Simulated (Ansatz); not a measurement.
# Localised basis functions on glassy 72SiO2-16K2O-12SrO (mol %) (92 atoms), part 2 of 2

Aim: test how closely localised support functions follow the reference on glassy 72SiO2-16K2O-12SrO (mol %) (92 atoms), and at what cost. A setting counts as converged where the r.m.s. difference of forces stays under 1 % of the r.m.s. force.

Ansatz 0.2.0; Kohn-Sham DFT, PBE, PAW (set soft_2), plane waves.

The cell: 23 Si, 10 K, 4 Sr and 55 O. The quench rate of 50 K/ps is many orders above laboratory rates. The network of bonds at the start is that of the classical potential that made the cell. Only the Γ point is sampled, in a cell whose shortest periodic width is 11 Å.

So far. Step 3 (Support functions low): Forces differ from the reference by 0.46 meV/Å r.m.s., 0.050 % of their size, well within a tolerance of 1 %; the energy by -4.8 meV/atom. It took roughly 8.3 times the reference's time (one timing each, with unlike analyses asked), in 13 cycles against 9. Step 4 (Support functions medium): Forces differ from the reference by 0.4 meV/Å r.m.s., 0.044 % of their size, well within a tolerance of 1 %; the energy by -4.8 meV/atom.

## 5. Support functions medium, spacing 0.33 Å

Level of this step: Kohn-Sham DFT, PBE, PAW (set soft_2), localised support functions (medium) (Ansatz).

The grid spacing sets how fine a wave the support functions can hold. Besides, the program derives a nominal cutoff of 464 eV for this run, against the reference's 420.

Contents of input.yaml:

```yaml
crystal:
  lattice:
    - [11.35349, 0.0, 0.0]
    - [0.0, 11.35349, 0.0]
    - [0.0, 0.0, 11.35349]
  atoms:
    [... the 92 atom lines of step 2 ...]
kpoints:
  mp_grid: { grid: [1, 1, 1] }
hamiltonian:
  xc: pbe
scf:
  occupations: { method: gaussian, width: 0.025 }
  eigensolver: { kind: { support_functions: { accuracy: medium, spacing: 0.33 } } }
  max_iter: 150
output:
  forces: true
  eigenvalues: true
```

The run is started by

```sh
> ansatz run input.yaml --threads 4 --pin off --max-ram 8192MiB --backend cpu --events-out ev --progress --plain --runs-dir out
```

Standard output:

```text
[...]
Crystal: 92 atoms, lattice volume = 1463.485 Å³
Basis set: ecut = 464 eV, 33131 PW (Γ), exchange–correlation on 160×160×160 points (8 copies of the dense FFT grid, shifted against one another)
Bands: 332, of which v1, the nominal top of the filled ones, is band 276 counted from 1 (275 counted from 0)
Symmetry: 1 space group operations
k-points: 1
[...]
SCF iter   1: F=—  HF=-75468.824303 eV  |F-HF|=—  |Δ(HF+E_count)|=         —  Δρ=8.79e-2  dr2=1.36e2  ethr=1.00e-1
[...]
SCF iter  14: F=-75484.800179 eV  HF=-75484.800179 eV  |F-HF|=4.35e-9  |Δ(HF+E_count)|=   2.05e-3  Δρ=6.09e-6  dr2=8.09e-7  ethr=6.71e-10
SCF 1 converged in 14 iterations: F = -75484.826954 eV  dr2 = 8.09e-7
[...]
SCF converged after 14 iterations
[...]
Free energy (F): -75484.826954 eV
[...]
Internal energy: -75484.826954 eV  (E = F + TS)
E sigma→0 (E₀):  -75484.826954 eV
Fermi energy:    5.809934 eV
[...]
--- Forces (eV/Å), atoms counted from 1 ---
  atom   1  Si    -0.11941854    -0.11944435     0.64235643
  atom   2  Si     0.08853235    -1.35709230    -1.67960853
  atom   3  Si    -0.22332140     0.18042948     0.53924306
  atom   4  Si     2.10100211     0.09713305     0.27338901
  atom   5  Si    -0.09670073    -0.55284071    -0.81142945
  atom   6  Si    -0.77393106     0.75551277    -0.17978763
  atom   7  Si     0.93280727    -1.11263808     0.69436728
  atom   8  Si    -1.77404028     0.59998860     0.53519643
  atom   9  Si     1.04217256    -0.26820957     1.20483913
  atom  10  Si    -0.32634141    -0.42856417    -1.11593709
  atom  11  Si     0.48459487    -0.13592177     0.26787967
  atom  12  Si     0.25262041     1.21210865     0.02562782
  atom  13  Si     0.15777848     1.43690965     0.05292701
  atom  14  Si     0.73603503     1.38689003     1.32170930
[...]
atom  91  O      0.99645866    -0.33694125     0.91388110
  atom  92  O      0.39591567     0.48125166     1.41688396
  max |Σ_I F_I| component: 5.42e-1 eV/Å
--- Band table (eV) ---
[...]
```

Run time: 1.9 min. Hardware: 4 threads of AMD EPYC 7R43, shared host; peak memory 2.1 GiB.

The program notes that the forces don't sum to zero within tolerance and the grid leaves an egg-box force.

Forces differ from the reference by 44 meV/Å r.m.s., 4.8 % of their size, over a tolerance of 1 %; the energy by +30 meV/atom and the gap by -0.026 eV. It took roughly 3.2 times the reference's time (one timing each, with unlike analyses asked), in 14 cycles against 9. The setting is coarser than the default on purpose.

## 6. Support functions medium, spacing 0.275 Å

The grid spacing sets how fine a wave the support functions can hold. Besides, the program derives a nominal cutoff of 464 eV for this run, against the reference's 420.

input.yaml, the sections that differ from step 5:

```yaml
scf:
  occupations: { method: gaussian, width: 0.025 }
  eigensolver: { kind: { support_functions: { accuracy: medium, spacing: 0.275 } } }
  max_iter: 150
# crystal, kpoints, hamiltonian, output: as in step 5
```

Standard output:

```text
[...]
Crystal: 92 atoms, lattice volume = 1463.485 Å³
Basis set: ecut = 464 eV, 33131 PW (Γ), exchange–correlation on 160×160×160 points (8 copies of the dense FFT grid, shifted against one another)
Bands: 332, of which v1, the nominal top of the filled ones, is band 276 counted from 1 (275 counted from 0)
Symmetry: 1 space group operations
k-points: 1
[...]
SCF iter   1: F=—  HF=-75474.870629 eV  |F-HF|=—  |Δ(HF+E_count)|=         —  Δρ=8.93e-2  dr2=1.41e2  ethr=1.00e-1
[...]
SCF iter  14: F=-75488.325924 eV  HF=-75488.325924 eV  |F-HF|=7.26e-7  |Δ(HF+E_count)|=   1.89e-3  Δρ=1.02e-5  dr2=1.76e-6  ethr=1.02e-9
SCF 1 converged in 14 iterations: F = -75488.350674 eV  dr2 = 1.76e-6
[...]
SCF converged after 14 iterations
[...]
Free energy (F): -75488.350674 eV
[...]
Internal energy: -75488.350674 eV  (E = F + TS)
E sigma→0 (E₀):  -75488.350674 eV
Fermi energy:    5.814508 eV
[...]
--- Forces (eV/Å), atoms counted from 1 ---
  atom   1  Si    -0.11506404    -0.12187076     0.64064001
  atom   2  Si     0.07264667    -1.36463623    -1.67910777
  atom   3  Si    -0.17970664     0.15784311     0.53799643
  atom   4  Si     2.09280938     0.08964880     0.26900590
  atom   5  Si    -0.09157113    -0.52753621    -0.82277246
  atom   6  Si    -0.78664250     0.75758808    -0.16404681
  atom   7  Si     0.89825994    -1.13104209     0.66009735
  atom   8  Si    -1.77870758     0.59580105     0.54392620
  atom   9  Si     1.05156579    -0.32197725     1.20607793
  atom  10  Si    -0.35580709    -0.44822195    -1.13297652
  atom  11  Si     0.47694705    -0.20354847     0.26073943
  atom  12  Si     0.25070478     1.22171634     0.04254399
  atom  13  Si     0.17183523     1.43278244     0.08870906
  atom  14  Si     0.73627139     1.41581776     1.30959851
[...]
atom  91  O      0.92694424    -0.34163337     0.82694993
  atom  92  O      0.44165468     0.51809121     1.38933861
  max |Σ_I F_I| component: 4.33e-2 eV/Å
--- Band table (eV) ---
[...]
```

Wall time 2.8 min (4 threads); peak memory 2.6 GiB.

Forces differ from the reference by 4.3 meV/Å r.m.s., 0.47 % of their size, within a tolerance of 1 %; the energy by -8.2 meV/atom. It took roughly 4.6 times the reference's time (one timing each, with unlike analyses asked), in 14 cycles against 9. The setting is coarser than the default on purpose.

## 7. The ladder side by side

Differences are against the plane-wave reference (Kohn-Sham DFT, PBE, PAW (set soft_2), plane waves), whose r.m.s. force component is 0.916 eV/Å. Energies are set beside the reference only for runs with its functional, potentials and electron count. Times are for 4 threads of AMD EPYC 7R43, shared host. The reference's time includes the DOS, the stress and grids, which some other runs skip.

| run | Δ force, r.m.s. (meV/Å) | share of r.m.s. force (%) | Δ energy (meV/atom) | Δ gap (eV) | cycles | time | host memory (GiB) |
| --- | --- | --- | --- | --- | --- | --- | --- |
| reference | - | - | - | - | 9 | 36 s | 1.9 |
| support functions low | 0.459 | 0.0501 | -4.77 | 3.0e-4 | 13 | 5 min | 4.9 |
| support functions medium | 0.4 | 0.0437 | -4.77 | -3.0e-4 | 14 | 4.8 min | 5.0 |
| support functions medium, spacing 0.33 Å | 43.8 | 4.78 | 30.1 | -0.0261 | 14 | 1.9 min | 2.1 |
| support functions medium, spacing 0.275 Å | 4.28 | 0.467 | -8.21 | -5.0e-4 | 14 | 2.8 min | 2.6 |

## 8. What the reference run shows

With the settings judged, the reference run is read for its physics.

Neighbours are counted within 2.08 Å (O-Si), 3.43 Å (O-K), 3.08 Å (O-Sr).

Length of the force by element and coordination:

```
element  coordination  atoms  mean length of the force (eV/Å)  spread   least   most
      K           all     10                            0.451   0.247  0.0927  0.812
      K             5      3                            0.362   0.122   0.260  0.534
      K             6      6                            0.512   0.291  0.0927  0.812
      K             7      1                            0.346       0   0.346  0.346
      O           all     55                             1.67   0.706   0.541   3.15
      O             2     15                             1.29   0.569   0.541   2.73
      O             3     23                             1.52   0.645   0.783   3.15
      O             4     14                             2.17   0.608    1.11   2.94
      O             5      3                             2.38   0.207    2.12   2.62
     Si           all     23                             1.34   0.468   0.573   2.16
     Sr           all      4                            0.781   0.183   0.559   1.05
     Sr             4      2                            0.940   0.109   0.831   1.05
     Sr             5      1                            0.683       0   0.683  0.683
     Sr             7      1                            0.559       0   0.559  0.559
```

Löwdin charges by element and coordination (they lack the spilled electrons, 0.073 e an atom on average):

| element | coordination | atoms | mean charge (e) | spread | least | most |
| --- | --- | --- | --- | --- | --- | --- |
| K | all | 10 | 0.860 | 0.0122 | 0.841 | 0.881 |
| K | 5 | 3 | 0.856 | 0.0056 | 0.848 | 0.861 |
| K | 6 | 6 | 0.864 | 0.0134 | 0.841 | 0.881 |
| K | 7 | 1 | 0.848 | 0 | 0.848 | 0.848 |
| O | all | 55 | -0.883 | 0.0955 | -1.06 | -0.787 |
| O | 2 | 15 | -0.832 | 0.0615 | -0.997 | -0.787 |
| O | 3 | 23 | -0.853 | 0.0711 | -1.04 | -0.797 |
| O | 4 | 14 | -0.954 | 0.0968 | -1.06 | -0.813 |
| O | 5 | 3 | -1.03 | 0.0136 | -1.05 | -1.02 |
| Si | all | 23 | 1.72 | 0.0582 | 1.56 | 1.79 |
| Sr | all | 4 | 1.80 | 0.0076 | 1.79 | 1.81 |
| Sr | 4 | 2 | 1.80 | 0.0077 | 1.79 | 1.81 |
| Sr | 5 | 1 | 1.81 | 0 | 1.81 | 1.81 |
| Sr | 7 | 1 | 1.79 | 0 | 1.79 | 1.79 |

Density of states as counts of states in windows of 1 eV (from the Fermi level), total and the larger projections:

| from (eV) | to (eV) | total | O p | Si p | K p |
| --- | --- | --- | --- | --- | --- |
| -18 | -17 | 21.9 | 0.4 | 0.9 | 0.1 |
| -17 | -16 | 5.9 | 0.1 | 0.2 | 0.0 |
| -16 | -15 | 14.4 | 0.1 | 0.0 | 14.2 |
| -15 | -14 | 30.4 | 0.3 | 0.1 | 29.8 |
| -14 | -13 | 15.2 | 0.2 | 0.0 | 14.9 |
| -13 | -12 | 6.1 | 4.0 | 0.3 | 0.0 |
| -12 | -11 | 10.5 | 7.2 | 0.8 | 0.0 |
| -11 | -10 | 12.4 | 8.8 | 1.4 | 0.0 |
| -10 | -9 | 21.0 | 15.8 | 3.5 | 0.0 |
| -9 | -8 | 21.7 | 16.9 | 4.1 | 0.0 |
| -8 | -7 | 11.7 | 9.4 | 1.4 | 0.0 |
| -7 | -6 | 47.1 | 39.8 | 3.7 | 0.1 |
| -6 | -5 | 60.0 | 53.7 | 2.6 | 0.1 |
| -5 | -4 | 55.3 | 51.3 | 1.5 | 0.1 |
| -4 | -3 | 49.3 | 46.3 | 1.0 | 0.1 |
| -3 | -2 | 26.3 | 24.6 | 0.7 | 0.1 |
| -2 | -1 | 8.4 | 8.0 | 0.1 | 0.0 |
| -1 | 0 | 0.1 | 0.1 | 0.0 | 0.0 |
| 0 | 1 | 0.4 | 0.0 | 0.0 | 0.0 |
| 1 | 2 | 1.6 | 0.0 | 0.0 | 0.0 |
| 2 | 3 | 8.8 | 0.5 | 0.4 | 0.0 |
| 3 | 4 | 25.9 | 1.1 | 2.7 | 0.0 |
| 4 | 5 | 40.9 | 2.0 | 7.0 | 0.0 |

Between -26 and -18 eV lie 106 more states.

The levels nearest the highest filled one (over half full), pooled over k-points and spins:

```
level less the highest filled one (eV)  occupation
                                 -1.01           2
                                -0.926           2
                                -0.594           2
                                -0.495           2
                                -0.290           2
                                     0           2
                                  2.19           0
                                  3.31           0
                                  3.33           0
                                  3.67           0
                                  3.92           0
                                  4.16           0
```

Valence density in the ac plane at fractional y = 0.053, with atoms of Si and K and Sr and O within 0.2 Å of it. It is the smooth field of the valence electrons, not physical close to the nuclei.

Ten steps, logarithmic in the rise over the least value, from '0' (0.0 e/Å³) to '9' (6.5 e/Å³), each cell a mean:
```
00111135776311111000000000011110
00011257888520000011211000011100
00000247887520001112322112221000
00000124665310122222322356653100
00001122221100123322222577775200
00013454310000123321112577776310
00135887521000011110011467764200
00136998631000000000122234432000
00124776421100000011244321100000
00012343322211122212345421000000
00000112233321244432233321100000
00000011233322245431122221100000
00000122222211123321113443210000
00001244321100011100135787420000
00001344421000001111247998520000
00000233321110012333346887420000
00000011234432236886534554210000
00000002366653357998632343210000
21000002467754357887533554321222
42100001245542234543334676433466
74100000122333333211123566434688
63100000001123443210012333334688
32100000000123443100000111123454
11110012332112322100000000011222
```
Columns run along a (11.4 Å), rows up along c (11.4 Å). Atoms in or near the plane, at fractional coordinates: Si at (0.43, 0.18), K at (0.27, 0.91), Sr at (0.81, 0.77), O at (0.56, 0.26), O at (0.19, 0.69), O at (0.75, 0.39).

Electrostatic potential energy in the ac plane at fractional y = 0.053, with atoms of Si and K and Sr and O within 0.2 Å of it. With pseudopotentials it is smooth inside the atoms' cores, unlike the true potential.

Ten even steps from '0' (-43 eV) to '9' (10 eV), each cell a mean:
```
99999986335899999999999999999999
99999973002689999999999999999999
99999973003689999999999988888999
99999987557888888899999863357899
99999999989999887889998610005789
99999999999999888889998500004789
99998425999999988899998731126889
99997102799999999999999877678899
99999646899999998999999999889999
99999999999999988899999999999999
99999999999999877789999999999999
99999999999999876789999988999999
99999988999999888889999888999999
99998877899999998899998436999999
99998877889999999999995002899999
99999888899999999999876225999999
99999999999999997436621268999999
99999999986787773002300047999999
99999999975541134225520258999999
99999999998720005889876657898877
69999999999741026899999877887622
79999999999886678999999999887633
99999999999999999999999999988888
99999998888999999999999999999999
```
Columns run along a (11.4 Å; values clipped at the 3rd and 97th percentile), rows up along c (11.4 Å). Atoms in or near the plane, at fractional coordinates: Si at (0.43, 0.18), K at (0.27, 0.91), Sr at (0.81, 0.77), O at (0.56, 0.26), O at (0.19, 0.69), O at (0.75, 0.39).

Forces differ by site in this geometry: O atoms with 4 neighbours bear 2.2 eV/Å on average, against 1.5 eV/Å for those with 3. Mean Löwdin charges: K +0.86, O -0.88, Si +1.72, Sr +1.80 e (they miss 1.2 % of the electrons, so they add up to more than the cell's charge).

## 9. Local order

Bonds and neighbours are counted at the geometry of the runs.

Density 2.57 g/cm³, 15.91 Å³ an atom.

g(r), total and by pair (bins of 0.2 Å):

```
r (Å)  total   O-O   O-Si   O-K  O-Sr  Si-Si  Si-K
 1.50   1.52  0.00   5.10  0.00  0.00   0.00  0.00
 1.70   3.36  0.00  11.20  0.00  0.00   0.00  0.00
 1.90   0.00  0.00   0.00  0.00  0.00   0.00  0.00
 2.10   0.00  0.00   0.00  0.00  0.00   0.00  0.00
 2.30   0.00  0.00   0.00  0.00  0.00   0.00  0.00
 2.50   1.36  2.74   0.00  0.80  5.44   0.00  0.00
 2.70   2.24  4.92   0.00  3.00  1.43   0.00  0.00
 2.90   0.41  0.14   0.00  2.05  0.96   0.76  0.00
 3.10   0.74  0.31   0.19  0.77  0.00   7.03  0.25
 3.30   0.72  0.62   0.34  0.78  0.72   0.64  2.07
 3.50   0.96  0.66   1.23  0.60  0.43   0.00  2.47
 3.70   1.17  0.73   1.67  0.84  0.80   0.16  2.42
 3.90   1.04  0.74   1.69  0.84  1.05   0.00  1.48
 4.10   1.11  0.98   1.65  0.74  0.47   0.52  1.06
 4.30   1.16  0.90   1.75  1.15  1.29   0.48  0.96
 4.50   0.94  0.91   0.64  1.35  1.31   1.52  1.01
 4.70   0.90  0.80   0.81  0.92  1.78   1.29  0.68
 4.90   1.20  1.61   0.67  1.07  1.99   1.39  0.62
 5.10   1.26  1.76   0.74  1.43  1.02   1.27  0.58
 5.30   0.89  1.00   0.77  0.95  0.37   0.95  1.26
 5.50   0.85  0.71   0.90  0.98  0.87   1.09  0.76
```

Bonds by pair of elements; cutoffs follow the first minimum of g(r), held within bounds set by covalent radii, and pairs that aren't listed don't count as bonded:

| pair A-B | cutoff (Å) | bonds | mean length (Å) | spread (Å) | shortest (Å) | B about A | A about B |
| --- | --- | --- | --- | --- | --- | --- | --- |
| O-Si | 2.08 | 92 | 1.61 | 0.033 | 1.53 | 1.67 | 4 |
| O-K | 3.43 | 58 | 2.89 | 0.234 | 2.55 | 1.05 | 5.8 |
| O-Sr | 3.08 | 20 | 2.61 | 0.142 | 2.42 | 0.364 | 5 |

How many atoms have how many bonded neighbours:

| element | mean | 2 | 3 | 4 | 5 | 6 | 7 |
| --- | --- | --- | --- | --- | --- | --- | --- |
| K | 5.8 | 0 | 0 | 0 | 3 | 6 | 1 |
| O | 3.09 | 15 | 23 | 14 | 3 | 0 | 0 |
| Si | 4 | 0 | 0 | 23 | 0 | 0 | 0 |
| Sr | 5 | 0 | 0 | 2 | 1 | 0 | 1 |

Oxygen atoms by the number of network formers (Si, P, Ge, B, Al, As, Ga) bound to them:

| network formers bound to O | O atoms | per cent |
| --- | --- | --- |
| 0 | 0 | 0 |
| 1 | 18 | 32.7 |
| 2 | 37 | 67.3 |

Network units: each former by its oxygen neighbours and how many of them bridge to another former:

```
former  O neighbours  bridging O  atoms
    Si             4           1      1
    Si             4           2      2
    Si             4           3     11
    Si             4           4      9
```

Rings of the network by King's shortest-path rule, up to 12 atoms, one path for each pair of neighbours; H, halogens, alkali and alkaline-earth atoms are left out:

```csv
ring size (atoms),rings,per network atom
8,3,0.038
10,4,0.051
12,2,0.026
```

First main peaks of g(r), for some of the pairs, lie near 2.6 Å (O-O), 1.6 Å (O-Si), 2.8 Å (O-K), 2.5 Å (O-Sr), 3.1 Å (Si-Si) and 3.6 Å (Si-K). Counting bonds as in the table, 60 % of K atoms have 6, 42 % of O atoms have 3, all Si atoms have 4 and 50 % of Sr atoms have 4 bonded neighbours. 67 % of the oxygens bridge two formers and 33 % are non-bridging. The commonest Si unit has 4 oxygens, 3 of them shared with other formers (11 of 23 atoms). Rings of 10 atoms are the most common (44 % of those counted); sizes run from 8 to 12, where the search stops.

A closer look about O48, which has 5 bonded neighbours where the commonest count for O is 3: 10 atoms, nearest first, numbered in the order of the input, with positions taken from that point.

```
atom      x      y      z  distance (Å)  bonds  Löwdin charge (e)     Fx     Fy  Fz (eV/Å)
 O48   0.00   0.00   0.00          0.00      5              -1.03  -2.17   0.81       0.67
 Si4   1.43  -0.48  -0.38          1.56      4               1.71   2.09   0.09       0.26
Sr34  -0.68   2.28   0.89          2.54      4               1.81   0.69  -0.04       0.46
 O60   2.53   0.24   0.59          2.61      2              -0.82  -0.27   0.42       0.20
 O49   1.63  -2.08  -0.12          2.65      3              -0.83  -0.55  -0.04      -0.59
 O69   1.88  -0.13  -1.88          2.66      2              -0.80  -0.48  -0.47      -0.04
 K31  -1.91   0.49  -1.81          2.67      6               0.86   0.09  -0.01      -0.67
 K32  -1.03  -2.49  -0.61          2.76      6               0.86   0.66  -0.30      -0.28
 K30  -0.50  -0.98   2.58          2.80      5               0.85   0.29   0.37       0.25
 O76  -0.91  -1.53  -3.01          3.50      3              -1.00   0.05   1.01       2.29
```

## 10. Results

```
free energy per atom                             : -820.5173 eV/atom
pressure                                         : 4.762 GPa
r.m.s. force component                           : 0.9156 eV/Å
gap (highest filled to lowest empty level) : 2.19 eV
wall time of the 5 DFT runs                      : 15 min
```

In words: Against plane waves at 420 eV, the forces differ by 0.4 meV/Å (0.044 %) with support functions medium. At 92 atoms the fastest of the runs at a preset level, support functions medium, takes roughly 8.0 times the time of plane waves (whose run also made extra analyses), in 14 SCF cycles against 9. Differences between support functions and plane waves include what basis error the plane-wave run still has.

Between filled and empty levels lie 2.19 eV (at Γ alone); a semilocal functional tends to put such gaps too low. In a disordered cell it changes from sample to sample, and tail or defect levels can set it. Forces differ by site in this geometry: O atoms with 4 neighbours bear 2.2 eV/Å on average, against 1.5 eV/Å for those with 3. Counting bonds as in the table, 60 % of K atoms have 6, 42 % of O atoms have 3, all Si atoms have 4 and 50 % of Sr atoms have 4 bonded neighbours. 67 % of the oxygens bridge two formers and 33 % are non-bridging.

What to keep in mind: The geometry was minimised with a classical potential and isn't relaxed at this level: its force components are 0.92 eV/Å r.m.s. The pressure of 4.8 GPa belongs to unrelaxed atoms and would change as they relax.

[Long decimals in the printed logs are rounded to 6 places.]

[Logs are printed without paths, hosts, clocks, repeated set-up lines and the standing remarks that a program may print on its own settings, such as how far it seeks lower states.]

[Hosts, paths, dates, database ids (printed as entryN), source tags and the programs' standing remarks are cut or masked in the printed files.]
